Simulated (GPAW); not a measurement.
# How the form of the self-energy moves the gap of CsH (Pm-3m)

How much does the gap of CsH (Pm-3m) depend on the approximation to the self-energy?

Method: LDA and many-body steps on it, plane waves, in GPAW 26.7.0.

**1. The structure**

The structure is cubic, space group Pm-3m (No. 221). Conventional cell: a = 3.818 Å, b = 3.818 Å, c = 3.818 Å, α = 90.00°, β = 90.00°, γ = 90.00°. Nearest to Cs lie 8 H at 3.31 Å. Nearest to H lie 8 Cs at 3.31 Å. Farther neighbours are not listed.

Structure file:

```xyz
2
Lattice="3.8184 0.0000 0.0000 0.0000 3.8184 0.0000 0.0000 0.0000 3.8184" Properties=species:S:1:pos:R:3 pbc="T T T"
Cs    0.0000    0.0000    0.0000
H     1.9092    1.9092    1.9092
```

The cell and positions are those that the Materials Project relaxed with its own functionals (PBE, PBE+U or r2SCAN), kept fixed. Spin-orbit coupling is left out unless a step names it.

**2. Empty states on the mesh, 4×4×4 mesh, 509 bands**

This step: GPAW 26.7.0; DFT, LDA, plane waves, PAW.

The sums over transitions need many empty states on a uniform mesh; this step solves for them.

File run.py:

```python
import json
import numpy as np
from gpaw.mpi import world
from gpaw import GPAW

calc = GPAW('gs.gpw').fixed_density(kpts={'size': (4, 4, 4), 'gamma': True},
    parallel={'domain': 1, 'band': 1},
    txt='nscf.txt')
calc.diagonalize_full_hamiltonian(nbands=509)
calc.write('full.gpw', mode='all')
res = {}
kpts = calc.get_ibz_k_points()
res['kpts'] = kpts
res['eigenvalues'] = [calc.get_eigenvalues(kpt=k) for k in range(len(kpts))]
res['n_electrons'] = calc.get_number_of_electrons()

if world.rank == 0:
    with open('result.json', 'w') as f:
        json.dump(res, f, default=lambda x: x.tolist())
```

Run with:

```
> mpirun -n 4 gpaw python run.py
```

Numbers of over 12 decimals in the logs are rounded to 6 here.

The log of the run:

```text
Diagonalizing LCAO Hamiltonian
Converting LCAO to pw mode
convergence criteria:
- Maximum integral of absolute [eigenst]ate change: 4e-08 eV^2 / valence electron
maximum number of iterations: 100

SCF iterations
|iter     |     time |      energy | eigst |  dens |
|iter:   1|  |             | +1.94 |       |
|iter:   2|  |             | +0.82 |       |
|iter:   3|  |             | +0.13 |       |
|iter:   4|  |             | -0.89 |       |
|iter:   5|  |             | -2.45 |       |
|iter:   6|  |             | -4.41 |       |
|iter:   7|  |             | -5.96 |       |
|iter:   8|  |             | -7.44c|       |
SCF steps: 8
  __  _  _
 | _ |_)|_||  |
 |__||  | ||/\| - 26.7.0

Input parameters:
  mode=PW(ecut=600.0),
  convergence={'density': 1e-06, 'bands': -3},
  gpts=array([24, 24, 24]),
  kpts=MonkhorstPack(size=(4, 4, 4), gamma=True),
  maxiter=100,
  nbands=12,
  occupations=Occupations(name='fermi-dirac', width=0.001, fixmagmom=False),
  parallel={'domain': 1, 'band': 1},
  xc=XC(name='LDA')
Matrix size: 1871x1871
# Writing to full.gpw (mode='all')
  [... matrices ...]

timing:  # [seconds]
  Total: 17.901  # ━━━━━━━━━━━━━━━━━━━━━━━━━━━━━━━━━━━━━━━━━━━━━━━━━━━━━━━━━━
```

Elapsed: 21 s, on 4 MPI ranks of Arm Neoverse V2, shared host; peak memory 1.8 GiB.

This step gave:

| Property | Result |
| --- | --- |
| gap | 2.272 eV |
| k of the valence top | 0.5, 0.5, 0.5 |
| k of the conduction bottom | 0.5, 0, 0 |
| least direct gap | 2.457 eV |
| k points computed | 10 |
| lowest point of the top converged band, above the valence top | 240.1072 eV |

On this mesh the gap is 2.272 eV.

**3. G0W0, Godby-Needs plasmon pole**

G0W0 replaces the xc potential by the self-energy, built once from these orbitals. Only a window of levels is corrected, while the sums run over the empty bands that the input names.

This step: G0W0 on LDA, plane waves, PAW.

File run.py:

```python
import json
import numpy as np
from gpaw.mpi import world
from gpaw.response.g0w0 import G0W0

gw = G0W0('full.gpw',
    filename='gw',
    kpts=[0, 4, 9],
    bands=(3, 7),
    ecut=150,
    nbands=232,
    integrate_gamma='WS',
    ppa=True)
gw.calculate()
res = {mode: {k: v for k, v in r.items() if k != 'sigma_eskwn'}
       for mode, r in gw.all_results.items()}

if world.rank == 0:
    with open('result.json', 'w') as f:
        json.dump(res, f, default=lambda x: x.tolist())
```

Run with:

```
> mpirun -n 4 gpaw python run.py
```

The log of the run:

```text
Using integrator: PointIntegrator
FrequencyGridDescriptor(from 0.000+0.000j to 0.000+27.211j eV, 2 points)
Nonperiodic BCs:  [False False False]
Using integrator: PointIntegrator
FrequencyGridDescriptor(from 0.000+0.000j to 0.000+27.211j eV, 2 points)
Nonperiodic BCs:  [False False False]
  ___  _ _ _
 |   || | | |
 | | || | | |
 |__ ||_____|
 |___|

BZ k-points: Symmetries present (total): 48

  [... matrices ...]
64 k-points: 4 x 4 x 4 Monkhorst-Pack grid + [1/8,1/8,1/8]
10 k-points in the irreducible part of the Brillouin zone
       k-points in crystal coordinates                weights
   0:     0.00000000    0.00000000    0.00000000          1/64
   1:     0.25000000    0.00000000    0.00000000          6/64
   2:     0.25000000    0.25000000    0.00000000         12/64
   3:     0.25000000    0.25000000    0.25000000          8/64
   4:     0.50000000    0.00000000    0.00000000          3/64
   5:     0.50000000    0.25000000    0.00000000         12/64
   6:     0.50000000    0.25000000    0.25000000         12/64
   7:     0.50000000    0.50000000    0.00000000          3/64
   8:     0.50000000    0.50000000    0.25000000          6/64
   9:     0.50000000    0.50000000    0.50000000          1/64

Distributing spins, k-points and bands (1 x 3 x 4) over 4 processes
Number of blocks: 1

Quasi particle states:
k-points (IBZ indices): [0, 4, 9]
Band range: (3, 7)
  [... matrices ...]
Computational parameters:
Plane wave cut-off: 150 eV
Number of bands: 232
Coulomb cutoff: None
Broadening: 0.1 eV

fxc modes: GW
Kernel: RPA
Using Godby-Needs plasmon-pole approximation:
  Fitting energy: i*E0, E0 = 1.000 Hartree
Summing all q:

Calculating screened Coulomb potential
No Coulomb truncation
FrequencyGridDescriptor(from 0.000+0.000j to 0.000+27.211j eV, 2 points)
Removing empty qpoint cache files...

Calculating chi0 body with:
    Ground state adapter containing:
    Number of spins: 1
    Number of kpoints: 64
    Number of irreducible kpoints: 10
    Number of completely occupied states: 5
    Number of partially occupied states: 5
    Occupied states memory: 1.0546875 M / cpu

    Linear response parametrization:
    q_c: [0.0, 0.0, 0.0]
    Number of frequency points: 2
    Planewave cutoff: 150.0
    Number of bands: 232
    Number of planewaves: 251
    Broadening (eta): 1e-06
    comm.size: 4
    kncomm.size: 4
    blockcomm.size: 1

    Memory estimate of potentially large arrays:
        chi0_wGG: 1.922638 M / cpu
Integrating chi0 body.

Symmetries of q_c:
    Direct symmetries (Uq -> q): 48
    Indirect symmetries (TUq -> q): 0
In total 48 allowed symmetries.

  [... matrices ...]
10 groups of equivalent kpoints. 84.375% reduction.

Integral kind: response function
Integrating chi0 head and wings.

Symmetries of q_c:
    Direct symmetries (Uq -> q): 48
    Indirect symmetries (TUq -> q): 0
In total 48 allowed symmetries.

  [... matrices ...]
10 groups of equivalent kpoints. 84.375% reduction.

Integral kind: response function wings

Calculating chi0 body with:
    Ground state adapter containing:
    Number of spins: 1
    Number of kpoints: 64
    Number of irreducible kpoints: 10
    Number of completely occupied states: 5
    Number of partially occupied states: 5
    Occupied states memory: 1.0546875 M / cpu

    Linear response parametrization:
[... the further q-points ...]

Results:
f:      Occupation numbers
eps:     KS-eigenvalues [eV]
vxc:     KS vxc [eV]
exx:     Exact exchange [eV]
sigma:   Self-energies [eV]
dsigma:  Self-energy derivatives
Z:       Renormalization factors
qp:      QP-energies [eV]

k-point 0 (0): (0.000, 0.000, 0.000)                GW
band       f     eps     vxc     exx   sigma  dsigma       Z      qp
                                                                   GW
   3   1.000  -4.266 -17.592 -21.692   2.188  -0.250   0.800  -5.795
   4   1.000   1.548  -9.383 -12.963   1.807  -0.286   0.778   0.170
   5   0.000   6.758  -9.555  -4.679  -3.733  -0.201   0.833   7.710
   6   0.000   6.758  -9.555  -4.679  -3.733  -0.201   0.833   7.710

k-point 1 (4): (0.500, 0.000, 0.000)                GW
band       f     eps     vxc     exx   sigma  dsigma       Z      qp
                                                                   GW
   3   1.000  -4.106 -17.853 -21.897   2.153  -0.251   0.799  -5.618
   4   1.000   3.406 -10.766 -13.941   1.387  -0.269   0.788   1.998
[...]
k-point 2 (9): (0.500, 0.500, 0.500)                GW
band       f     eps     vxc     exx   sigma  dsigma       Z      qp
                                                                   GW
[...]
4   1.000   3.685  -9.769 -12.812   1.223  -0.274   0.785   2.257
   5   0.000   6.142  -8.504  -4.296  -3.360  -0.196   0.836   6.851
   6   0.000   6.142  -8.504  -4.296  -3.360  -0.196   0.836   6.851
```

It took 95 s on 4 MPI ranks; peak memory 1.2 GiB.

Numbers from this step:

- G0W0 gap on the points computed: 4.508 eV
- least direct G0W0 gap on the computed points: 4.594 eV
- Z at the valence top: 0.7849
- Z at the conduction bottom: 0.8372
- starting gap on the mesh: 2.272 eV
- k of the valence top: 0.5, 0.5, 0.5
- k of the conduction bottom: 0.5, 0, 0

The gap on the mesh goes from 2.27 eV to 4.51 eV, a correction of +2.24 eV.

**4. One-shot HSE06**

This step: one-shot HSE06 levels on LDA orbitals, plane waves, PAW.

File run.py:

```python
import json
import numpy as np
from gpaw.mpi import world
from gpaw.hybrids.eigenvalues import non_self_consistent_eigenvalues

dft, vxc, vxc_hyb = non_self_consistent_eigenvalues('full.gpw', 'HSE06', 3, 7, kpt_indices=[0, 4, 9])
res = {'dft': dft[0], 'hybrid': (dft - vxc + vxc_hyb)[0]}
if world.rank == 0:
    with open('hybrid.txt', 'w') as f:
        for k, e0, e1 in zip([0, 4, 9], res['dft'], res['hybrid']):
            print(k, ' '.join(f'{x:9.4f}' for x in e0), '|', ' '.join(f'{x:9.4f}' for x in e1), file=f)

if world.rank == 0:
    with open('result.json', 'w') as f:
        json.dump(res, f, default=lambda x: x.tolist())
```

Run with:

```
> mpirun -n 4 gpaw python run.py
```

The log of the run:

```text
IBZ(<points: 10, symmetries: 48>)
Occupied bands: 5
Transforming wave functions from IBZ to BZ: 0.024 seconds
Distributing wave functions and iFFT-ing to real space: 0.088 seconds
Calculating eigenvalues:
  k-points: 3
  Bands: 3-6 (inclusive)
  Seconds: 0.354 (wave-function broadcasting: 0.009 seconds)
HSE06-eigenvalue shifts:
  min: -0.798 eV
  ave: 0.012 eV
  max: 0.856 eV
```

Elapsed: 2.7 s, on 4 MPI ranks; peak memory 0.74 GiB.

This step gave:

```
starting gap on the mesh                       : 2.272 eV
hybrid gap on the mesh                         : 3.758 eV
least direct hybrid gap on the computed points : 3.827 eV
```

**5. G0W0, extrapolated in the cutoff**

This step: G0W0 on LDA, plane waves, PAW.

File run.py:

```python
import json
import numpy as np
from gpaw.mpi import world
from gpaw.response.g0w0 import G0W0

gw = G0W0('full.gpw',
    filename='gw',
    kpts=[0, 4, 9],
    bands=(3, 7),
    ecut=250.0,
    integrate_gamma='WS',
    ppa=True,
    ecut_extrapolation=True)
gw.calculate()
res = {mode: {k: v for k, v in r.items() if k != 'sigma_eskwn'}
       for mode, r in gw.all_results.items()}

if world.rank == 0:
    with open('result.json', 'w') as f:
        json.dump(res, f, default=lambda x: x.tolist())
```

Run with:

```
> mpirun -n 4 gpaw python run.py
```

The log of the run:

```text
Using integrator: PointIntegrator
FrequencyGridDescriptor(from 0.000+0.000j to 0.000+27.211j eV, 2 points)
Nonperiodic BCs:  [False False False]
Using integrator: PointIntegrator
FrequencyGridDescriptor(from 0.000+0.000j to 0.000+27.211j eV, 2 points)
Nonperiodic BCs:  [False False False]
  ___  _ _ _
 |   || | | |
 | | || | | |
 |__ ||_____|
 |___|

BZ k-points: Symmetries present (total): 48

  [... matrices ...]
64 k-points: 4 x 4 x 4 Monkhorst-Pack grid + [1/8,1/8,1/8]
10 k-points in the irreducible part of the Brillouin zone
       k-points in crystal coordinates                weights
   0:     0.00000000    0.00000000    0.00000000          1/64
   1:     0.25000000    0.00000000    0.00000000          6/64
   2:     0.25000000    0.25000000    0.00000000         12/64
[...]
8:     0.50000000    0.50000000    0.25000000          6/64
   9:     0.50000000    0.50000000    0.50000000          1/64

Distributing spins, k-points and bands (1 x 3 x 4) over 4 processes
Number of blocks: 1

Quasi particle states:
k-points (IBZ indices): [0, 4, 9]
Band range: (3, 7)
  [... matrices ...]
Computational parameters:
Extrapolating to infinite plane wave cut-off using points at:
  215.443 eV
  231.120 eV
  250.000 eV
Number of bands: 499
Coulomb cutoff: None
Broadening: 0.1 eV

fxc modes: GW
Kernel: RPA
Using Godby-Needs plasmon-pole approximation:
  Fitting energy: i*E0, E0 = 1.000 Hartree
Summing all q:

Calculating screened Coulomb potential
No Coulomb truncation
FrequencyGridDescriptor(from 0.000+0.000j to 0.000+27.211j eV, 2 points)
Removing empty qpoint cache files...

Calculating chi0 body with:
    Ground state adapter containing:
    Number of spins: 1
    Number of kpoints: 64
    Number of irreducible kpoints: 10
[...]
Integral kind: response function
Integrating chi0 head and wings.

Symmetries of q_c:
    Direct symmetries (Uq -> q): 48
    Indirect symmetries (TUq -> q): 0
In total 48 allowed symmetries.

  [... matrices ...]
10 groups of equivalent kpoints. 84.375% reduction.

Integral kind: response function wings

Calculating chi0 body with:
    Ground state adapter containing:
    Number of spins: 1
    Number of kpoints: 64
    Number of irreducible kpoints: 10
    Number of completely occupied states: 5
    Number of partially occupied states: 5
    Occupied states memory: 1.0546875 M / cpu

    Linear response parametrization:
[... the further q-points ...]
Extrapolating selfenergy to infinite energy cutoff:
  Performing linear fit to 3 points
  Warning: Bad quality of linear fit for some (n,k).
           Higher cutoff might be necessary.
  Minimum R^2 = 0.7012. (R^2 Should be close to 1)
  [... matrices ...]
Results:
f:      Occupation numbers
eps:     KS-eigenvalues [eV]
vxc:     KS vxc [eV]
exx:     Exact exchange [eV]
sigma:   Self-energies [eV]
dsigma:  Self-energy derivatives
Z:       Renormalization factors
qp:      QP-energies [eV]

k-point 0 (0): (0.000, 0.000, 0.000)                GW
band       f     eps     vxc     exx   sigma  dsigma       Z      qp
                                                                   GW
   3   1.000  -4.266 -17.592 -21.692   1.873  -0.249   0.801  -6.049
   4   1.000   1.548  -9.383 -12.963   1.681  -0.285   0.778   0.070
   5   0.000   6.758  -9.555  -4.679  -3.823  -0.201   0.832   7.635
[...]
k-point 1 (4): (0.500, 0.000, 0.000)                GW
band       f     eps     vxc     exx   sigma  dsigma       Z      qp
                                                                   GW
[...]
k-point 2 (9): (0.500, 0.500, 0.500)                GW
band       f     eps     vxc     exx   sigma  dsigma       Z      qp
                                                                   GW
[...]
5   0.000   6.142  -8.504  -4.296  -3.427  -0.196   0.836   6.795
   6   0.000   6.142  -8.504  -4.296  -3.427  -0.196   0.836   6.795
```

It took 23 min on 4 MPI ranks; peak memory 1.7 GiB; 1.5 h of CPU time.

This step gave:

* quasiparticle gap on the points computed: 4.530 eV
* least direct quasiparticle gap on the computed points: 4.649 eV
* Z at the valence top: 0.7841
* Z at the conduction bottom: 0.8369
* starting gap on the mesh: 2.272 eV
* k of the valence top: 0.5, 0.5, 0.5
* k of the conduction bottom: 0.5, 0, 0
* gaps at the cutoffs of the extrapolation: 4.520, 4.521, 4.522 eV

Against G0W0 in GPAW (4×4×4 mesh, 232 bands, screening to 150 eV, Godby-Needs plasmon pole), the gap moves by +0.022 eV.

**6. One-shot Hartree-Fock**

This step: one-shot Hartree-Fock levels on LDA orbitals, plane waves, PAW.

File run.py:

```python
import json
import numpy as np
from gpaw.mpi import world
from gpaw.hybrids.eigenvalues import non_self_consistent_eigenvalues

dft, vxc, vxc_hyb = non_self_consistent_eigenvalues('full.gpw', 'EXX', 3, 7, kpt_indices=[0, 4, 9])
res = {'dft': dft[0], 'hybrid': (dft - vxc + vxc_hyb)[0]}
if world.rank == 0:
    with open('hybrid.txt', 'w') as f:
        for k, e0, e1 in zip([0, 4, 9], res['dft'], res['hybrid']):
            print(k, ' '.join(f'{x:9.4f}' for x in e0), '|', ' '.join(f'{x:9.4f}' for x in e1), file=f)

if world.rank == 0:
    with open('result.json', 'w') as f:
        json.dump(res, f, default=lambda x: x.tolist())
```

Run with:

```
> mpirun -n 4 gpaw python run.py
```

The log of the run:

```text
IBZ(<points: 10, symmetries: 48>)
Occupied bands: 5
Transforming wave functions from IBZ to BZ: 0.024 seconds
Distributing wave functions and iFFT-ing to real space: 0.089 seconds
Calculating eigenvalues:
  k-points: 3
  Bands: 3-6 (inclusive)
  Seconds: 0.654 (wave-function broadcasting: 0.009 seconds)
HSE06-eigenvalue shifts:
  min: -4.421 eV
  ave: 0.444 eV
  max: 5.085 eV
```

The job ended after 3 s (4 MPI ranks; peak memory 0.69 GiB; 12 s of CPU time).

Numbers from this step:

```
starting gap on the mesh                       : 2.272 eV
hybrid gap on the mesh                         : 9.707 eV
least direct hybrid gap on the computed points : 9.707 eV
```

**7. G0W0, full frequency, Hilbert transform**

This step: G0W0 on LDA, plane waves, PAW.

File run.py:

```python
import json
import numpy as np
from gpaw.mpi import world
from gpaw.response.g0w0 import G0W0

gw = G0W0('full.gpw',
    filename='gw',
    kpts=[0, 4, 9],
    bands=(3, 7),
    ecut=150,
    nbands=232,
    integrate_gamma='WS',
    frequencies={'type': 'nonlinear', 'domega0': 0.1, 'omega2': 15.0},
    eta=0.1,
    nblocksmax=True)
gw.calculate()
res = {mode: {k: v for k, v in r.items() if k != 'sigma_eskwn'}
       for mode, r in gw.all_results.items()}

if world.rank == 0:
    with open('result.json', 'w') as f:
        json.dump(res, f, default=lambda x: x.tolist())
```

Run with:

```
> mpirun -n 4 gpaw python run.py
```

The log of the run:

```text
Using integrator: PointIntegrator
NonLinearFrequencyDescriptor(from 0.000 to 165.131 eV, 298 points)
Nonperiodic BCs:  [False False False]
Using integrator: PointIntegrator
NonLinearFrequencyDescriptor(from 0.000 to 165.131 eV, 298 points)
Nonperiodic BCs:  [False False False]
  ___  _ _ _
 |   || | | |
 | | || | | |
 |__ ||_____|
 |___|

BZ k-points: Symmetries present (total): 48

  [... matrices ...]
64 k-points: 4 x 4 x 4 Monkhorst-Pack grid + [1/8,1/8,1/8]
10 k-points in the irreducible part of the Brillouin zone
[...]
5   0.000   6.758  -9.555  -4.679  -3.713  -0.264   0.791   7.678
[...]
k-point 1 (4): (0.500, 0.000, 0.000)                GW
band       f     eps     vxc     exx   sigma  dsigma       Z      qp
                                                                   GW
[...]
k-point 2 (9): (0.500, 0.500, 0.500)                GW
band       f     eps     vxc     exx   sigma  dsigma       Z      qp
                                                                   GW
[...]
5   0.000   6.142  -8.504  -4.296  -3.296  -0.277   0.783   6.856
   6   0.000   6.142  -8.504  -4.296  -3.296  -0.277   0.783   6.856
```

It took 3 min on 4 MPI ranks; peak memory 2.2 GiB.

This step gave:

```
G0W0 gap on the points computed              : 4.406 eV
least direct G0W0 gap on the computed points : 4.472 eV
starting gap on the mesh                     : 2.272 eV
k of the valence top                         : 0.5, 0.5, 0.5
k of the conduction bottom                   : 0.5, 0, 0
```

Against G0W0 in GPAW (4×4×4 mesh, 232 bands, screening to 150 eV, Godby-Needs plasmon pole), the gap moves by −0.101 eV.

**8. Side by side**

Times are wall times on 4 MPI ranks of Arm Neoverse V2, shared host, good to a factor of about two.

```tsv
run	mesh	bands	screening cutoff (eV)	DFT gap (eV)	gap on the mesh (eV)	direct (eV)	time
G0W0, Godby-Needs plasmon pole	4×4×4	232	150	2.272	4.508	4.594	95 s
one-shot HSE06	4×4×4	-	-	2.272	3.758	3.827	2.7 s
G0W0, extrapolated in the cutoff	4×4×4	-	250	2.272	4.530	4.649	23 min
one-shot Hartree-Fock	4×4×4	-	-	2.272	9.707	9.707	3 s
G0W0, full frequency, Hilbert transform	4×4×4	232	150	2.272	4.406	4.472	3 min
```

**9. Results**

| Item | Value |
| --- | --- |
| G0W0, Godby-Needs plasmon pole | 4.508 eV |
| one-shot HSE06 | 3.758 eV |
| G0W0, extrapolated in the cutoff | 4.530 eV |
| one-shot Hartree-Fock | 9.707 eV |
| G0W0, full frequency, Hilbert transform | 4.406 eV |
| known limits | not at the basis limit; no spin-orbit coupling; coarse k mesh |

**Reading.** One-shot HSE06: −0.749 eV against G0W0, Godby-Needs plasmon pole. G0W0, extrapolated in the cutoff: +0.022 eV against G0W0, Godby-Needs plasmon pole, at other bands or cutoff, so not like for like. One-shot Hartree-Fock: +5.199 eV against G0W0, Godby-Needs plasmon pole. G0W0, full frequency, Hilbert transform: −0.101 eV against G0W0, Godby-Needs plasmon pole. Bare exchange alone opens the gap to 9.71 eV; against G0W0, correlation takes back 5.20 eV. One-shot hybrid levels are evaluated on the LDA orbitals. Bands and cutoff are finite, so the gap is not at the basis limit. The miss can reach some tenths of an eV and take either sign; the mesh is an error of its own. These stock PAW sets were not made for GW. In the G0W0 runs levels were corrected at 3 k points alone, so a gap called «on the mesh» is the least over those, and an edge elsewhere would be missed. The program warns of a poor linear fit in the extrapolation of some level, so the extrapolated values are rough. The 4×4×4 mesh is coarse for this cell, which bears on the long-range parts of exchange and screening. The many-body steps are scalar-relativistic: spin-orbit coupling is not in them.

[Paths, hosts, dates, memory and timing lines, banners, echoed tables and standing remarks are left out of the program output.]

[Logs are printed without paths, hosts, clocks, repeated set-up lines and the standing remarks that a program may print on its own settings, such as how far it seeks lower states.]

[Runs of the session that timed out or met a known fault of the program may be left out.]

[Hosts, paths, dates, database ids (printed as entryN), source tags and the programs' standing remarks are cut or masked in the printed files.]
